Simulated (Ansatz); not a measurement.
# A hypothetical structure for LaSc3C, part 2 of 2

This structure for LaSc3C is made up. Its elements were placed in a known structure type with a cell scaled to their sizes. What cell does the guess relax to, and how far off was it?

Ansatz 0.2.0; DFT, PBE, plane-wave PAW, files of the set soft_1, scalar-relativistic, no spin, cell and ions relaxed at zero pressure; PAW set soft_1 (the session's first sound run).

So far: The structure; Relaxing cell and atoms. The relaxed cell has a = 4.744 Å (conventional setting).

### 3. Electronic structure of the relaxed cell

With the geometry fixed, one more self-consistent run, with a narrower smearing and the mesh shown in its input, gives the bands, and its pressure, and its forces where symmetry allows any, show how far the geometry depends on these settings.

This step: DFT, PBE, plane-wave PAW, files of the set soft_1, scalar-relativistic, no spin, bands and density of states at the relaxed cell; PAW set soft_1 (Ansatz 0.2.0).

The input, input.yaml:

```yaml
crystal:
  lattice:
    - [4.743735599, 0.0, 0.0]
    - [0.0, 4.743735599, 0.0]
    - [0.0, 0.0, 4.743735599]
  atoms:
    - { symbol: La, position: [0.0, 0.0, 0.0] }
    - { symbol: Sc, position: [0.5, 0.5, 0.0] }
    - { symbol: Sc, position: [0.5, 0.0, 0.5] }
    - { symbol: Sc, position: [0.0, 0.5, 0.5] }
    - { symbol: C, position: [0.5, 0.5, 0.5] }
kpoints:
  mp_grid: { grid: [8, 8, 8] }
  band_path:
    path:
      - [[0.0, 0.0, 0.0], [0.0, 0.5, 0.0], [0.5, 0.5, 0.0], [0.0, 0.0, 0.0], [0.5, 0.5, 0.5], [0.0, 0.5, 0.0]]
      - [[0.5, 0.5, 0.0], [0.5, 0.5, 0.5]]
    npoints: 13
scf:
  occupations: { method: fermi_dirac, width: 0.03 }
  n_extra_bands: 9
hamiltonian:
  xc: pbe
  pseudopotentials: { kind: paw, azcp: { folder: soft_1 } }
output:
  forces: true
  stress: true
  write_bands: true
  dos: { projected: true }
  write_density: true
  write_potential: true
  elf: true
  volumetric_format: npy
```

Run with:

```console
> ansatz run input.yaml --threads 4 --pin off --max-ram 8192MiB --backend cpu --events-out ev --progress --plain --runs-dir out
```

Numbers of over 12 decimals in the logs are rounded to 6 here.

Log:

```text
La: projections on atomic orbitals take those of the free atom [Kr 4d10] 4f0 5s2 5p6 5d1 6s2, of charge +0.00 (hamiltonian.pseudopotentials.projection_atoms); the dataset's partial waves leave at most 1.9e-5 of an orbital's norm unspanned inside its sphere
[...]
Crystal: 5 atoms, lattice volume = 106.748 Å³
Basis set: ecut = 420 eV, 2103 PW (Γ), exchange–correlation on 64×64×64 points (8 copies of the dense FFT grid, shifted against one another)
Bands: 33, of which v1, the nominal top of the filled ones, is band 24 counted from 1 (23 counted from 0)
Symmetry: 48 space group operations
[...]
k-points: 35 of 512
[...]
SCF iter   1: F=—  HF=-12909.734479 eV  |F-HF|=—  |Δ(HF+E_count)|=         —  Δρ=4.25e-2  dr2=3.39e0  ethr=3.10e-3  ⟨swp⟩=5.6  Hψ=4919  notcnv=0
[...]
SCF iter   8: F=-12908.948091 eV  HF=-12908.948091 eV  |F-HF|=1.21e-8  |Δ(HF+E_count)|=   7.35e-8  Δρ=4.61e-6  dr2=3.87e-8  ethr=2.08e-10  ⟨swp⟩=15.2  Hψ=9173  notcnv=0
SCF 1 converged in 8 iterations: F = -12908.948091 eV  dr2 = 3.87e-8
[...]
NSCF: frozen V_eff on 80 k-points
SCF converged after 8 iterations
Free energy (F): -12908.948091 eV
[...]
Internal energy: -12908.919587 eV  (E = F + TS)
E sigma→0 (E₀):  -12908.933839 eV
Entropy (-TS):   -0.028504 eV (-5.701 meV/atom)
Fermi energy:    10.947402 eV
[...]
--- Stress (GPa, compression-positive) ---
        0.014245       0.000000       0.000000
        0.000000       0.014245       0.000000
        0.000000       0.000000       0.014245
  P = ⅓ Tr σ = 0.0142 GPa (0.142 kbar)
--- Band table (eV; the first three rows and the last of 35) ---
  k-point 0: bands = [... 20 lower, 9.7978, 9.7978, 9.7978, 10.0628, 10.0628, 10.0628, 12.5227, 12.5227, ... 5 higher]
  k-point 1: bands = [... 20 lower, 9.5392, 9.5392, 9.6739, 10.1289, 10.3914, 10.3914, 12.3499, 12.5393, ... 5 higher]
  k-point 2: bands = [... 20 lower, 9.2680, 9.2680, 9.6360, 10.3232, 10.8676, 10.8676, 11.9651, 12.5725, ... 5 higher]
  k-point 34: bands = [... 20 lower, 10.2571, 10.6202, 10.6202, 10.6202, 12.2624, 12.2624, 12.2624, 12.3425, ... 5 higher]
```

The job ended after 3.7 s (4 threads of Arm Neoverse V2, shared host; peak memory 0.49 GiB; 14 s of CPU time).

The column dr2 measures how far the density is from self-consistency, as an energy; F and HF (Harris–Foulkes) agree once it is small.

This step gave:

- free energy: -12908.9481 eV
- energy at zero smearing: -12908.9338 eV
- smearing term TS: 0.02850 eV
- Fermi energy: 10.95 eV
- pressure: 0.01424 GPa

bands.tsv at the labelled points (eV, zero at the Fermi level; the bands that come nearest the Fermi level along the path):

```
point  band 21  band 22  band 23  band 24  band 25  band 26  band 27  band 28
    Γ    -1.15    -1.15    -1.15    -0.88    -0.88    -0.88     1.58     1.58
    X    -1.26    -1.20    -0.97     0.03     0.16     0.62     0.62     1.08
    M    -1.12    -0.75     0.00     0.00     0.19     0.19     0.59     0.94
    Γ    -1.15    -1.15    -1.15    -0.88    -0.88    -0.88     1.58     1.58
    R    -0.69    -0.33    -0.33    -0.33     1.31     1.31     1.31     1.40
    X    -1.26    -1.20    -0.97     0.03     0.16     0.62     0.62     1.08
    M    -1.12    -0.75     0.00     0.00     0.19     0.19     0.59     0.94
    R    -0.69    -0.33    -0.33    -0.33     1.31     1.31     1.31     1.40
```

States per cell as run, both spins, in windows of 1 eV, from dos.tsv (zero at the Fermi level):

| from | to | total |
| --- | --- | --- |
| -8 | -7 | 0.00 |
| -7 | -6 | 0.00 |
| -6 | -5 | 0.00 |
| -5 | -4 | 0.00 |
| -4 | -3 | 2.71 |
| -3 | -2 | 2.75 |
| -2 | -1 | 3.56 |
| -1 | 0 | 5.24 |
| 0 | 1 | 6.23 |
| 1 | 2 | 8.40 |

A further 34.0 states lie below the table's range.

Electrostatic potential energy in the ac plane at fractional y = 0.500, with atoms of Sc and C within 0.2 Å of it. With pseudopotentials it is smooth inside the atoms' cores, unlike the true potential.

Ten even steps from '0' (-48 eV) to '9' (14 eV), each cell a mean:
```
99997410258999
99998643578999
99999877889999
88999999999988
56899987899875
13689732589852
01589500279730
02589620389741
34799865799864
77899999999987
99999988899999
99998755689999
99997421368999
99997300158999
```
Columns run along a (4.7 Å; values clipped at the 3rd and 97th percentile), rows up along c (4.7 Å). Atoms in or near the plane, at fractional coordinates: Sc at (0.50, 0.00), Sc at (0.00, 0.50), C at (0.50, 0.50).

ELF in the ac plane at fractional y = 0.500, with atoms of Sc and C within 0.2 Å of it. It is the smooth field of the valence electrons, not physical close to the nuclei.

Ten even steps from '0' (0.08) to '9' (0.78), each cell a mean:
```
88512753761378
76510477620367
23310023100233
10013444443001
75116999984026
67417976994167
06617930694373
37517953794275
86217999994047
31015777763002
11111111111111
55410256410355
87511676750368
98513830671278
```
Columns run along a (4.7 Å), rows up along c (4.7 Å). Atoms in or near the plane, at fractional coordinates: Sc at (0.50, 0.00), Sc at (0.00, 0.50), C at (0.50, 0.50).

Valence density in the ac plane at fractional y = 0.500, with atoms of Sc and C within 0.2 Å of it. It is the smooth field of the valence electrons, not physical close to the nuclei.

Values in e/Å³, 14 rows by 14 columns, each cell a mean:
```
0.1 0.1 0.1 0.1 0.5 2.4 5.9 7.2 4.5 1.3 0.2 0.1 0.1 0.1
0.1 0.1 0.1 0.1 0.2 0.9 2.4 3.1 1.7 0.5 0.2 0.1 0.1 0.1
0.1 0.1 0.1 0.1 0.1 0.3 0.5 0.6 0.4 0.2 0.1 0.1 0.1 0.1
0.3 0.2 0.1 0.1 0.2 0.2 0.3 0.4 0.3 0.2 0.1 0.1 0.2 0.2
1.7 0.9 0.3 0.2 0.3 0.5 0.7 0.8 0.6 0.4 0.2 0.2 0.5 1.3
5.5 3.3 1.0 0.3 0.4 0.8 1.3 1.4 1.1 0.6 0.3 0.4 1.7 4.5
8.4 5.6 1.7 0.4 0.5 1.1 1.5 1.5 1.4 0.8 0.4 0.6 3.1 7.2
7.1 4.5 1.3 0.3 0.4 0.9 1.5 1.5 1.3 0.7 0.3 0.5 2.4 5.9
3.0 1.7 0.5 0.2 0.3 0.6 0.9 1.1 0.8 0.5 0.2 0.3 0.9 2.4
0.6 0.4 0.2 0.1 0.2 0.3 0.4 0.5 0.4 0.3 0.2 0.1 0.2 0.5
0.1 0.1 0.1 0.1 0.1 0.2 0.3 0.4 0.3 0.2 0.1 0.1 0.1 0.1
0.1 0.1 0.1 0.1 0.2 0.5 1.3 1.7 1.0 0.3 0.1 0.1 0.1 0.1
0.1 0.1 0.1 0.1 0.4 1.7 4.5 5.6 3.3 0.9 0.2 0.1 0.1 0.1
0.1 0.1 0.1 0.1 0.6 3.0 7.1 8.4 5.5 1.7 0.3 0.1 0.1 0.1
```
Columns run along a (4.7 Å), rows up along c (4.7 Å). Atoms in or near the plane, at fractional coordinates: Sc at (0.50, 0.00), Sc at (0.00, 0.50), C at (0.50, 0.50).

### 4. Summary of results

| Property | Result |
| --- | --- |
| space group, relaxed | Pm-3m |
| conventional cell | a = 4.744, b = 4.744, c = 4.744 Å; α = 90.0°, β = 90.0°, γ = 90.0° |
| volume per atom | 21.35 Å³ (guess 21.06) |

In words: LaSc3C relaxes to Pm-3m with a = 4.744, b = 4.744 and c = 4.744 Å. The guessed volume was near the relaxed one. The space group Pm-3m was held in the relaxation, so the end point is a stationary structure within it and may be a saddle against distortions or other arrangements. Bands cross the Fermi level, so it is a metal or semimetal at this level. On the 8×8×8 mesh with the narrower smearing (relaxed on 6×6×6) the forces vanish, as symmetry may demand, and the largest stress component is 0.014 GPa, within the relaxation's thresholds of 0.015 eV/Å and 0.05 GPa. The cutoff wasn't tested. Spin-orbit coupling is left out, which can matter for elements this heavy. No dispersion term is used, so weakly bound directions may come out too long. Nothing here tests whether the compound is stable against decomposition.

[Logs are printed without paths, hosts, clocks, repeated set-up lines and the standing remarks that a program may print on its own settings, such as how far it seeks lower states.]

[Hosts, paths, dates, database ids (printed as entryN), source tags and the programs' standing remarks are cut or masked in the printed files.]
